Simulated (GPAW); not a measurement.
# Polarising a 7-layer slab of K(110) with a field along the normal

The dipole of the cell at several fields, atoms fixed. What does the strongest field give, and what length does the slope stand for?

How it was computed: GPAW 26.7.0, plane waves (400 eV), PAW setups, PBE, 8×8 mesh, a dipole layer in the vacuum; geometry relaxed without an applied field with GPAW. The cell's area is 19.34 Å², and e/ε0 = 180.95 V Å.

What came out, but for one run:

| field (V/Å) | dipole (e Å) |
| --- | --- |
| −0.2 | −0.5933 |
| −0.1 | −0.2964 |
| −0.05 | −0.1482 |
| 0.05 | 0.1482 |
| 0.1 | 0.2964 |
| 0.2 | 0.5933 |
| 0.3 | ? |

To predict: What is the dipole at 0.3 V/Å?

A: A line through the 6 points has the slope α = 2.966 e Å per V/Å and the intercept p₀ = 0.0000 e Å (r.m.s. residual 1.4e−04). At 0.3 V/Å it gives p = 0.0000 + 2.966 × 0.3 = 0.8898 e Å; the run gives 0.8910 e Å, so the response stays linear to 0.1 % of the induced part. Dividing by ε0 and the area: α/(ε0 A) = 2.966 × 180.95 / 19.34 = 27.75 Å, against 22.19 Å between the outer nuclei. A metal screens fully, so the excess of 5.56 Å puts the image planes about 2.78 Å outside the outer atoms on average.

Caveats: This is the electronic response alone; ions that move would add to it in polar layers. No run was spin-polarised, so magnetic states weren't tested.
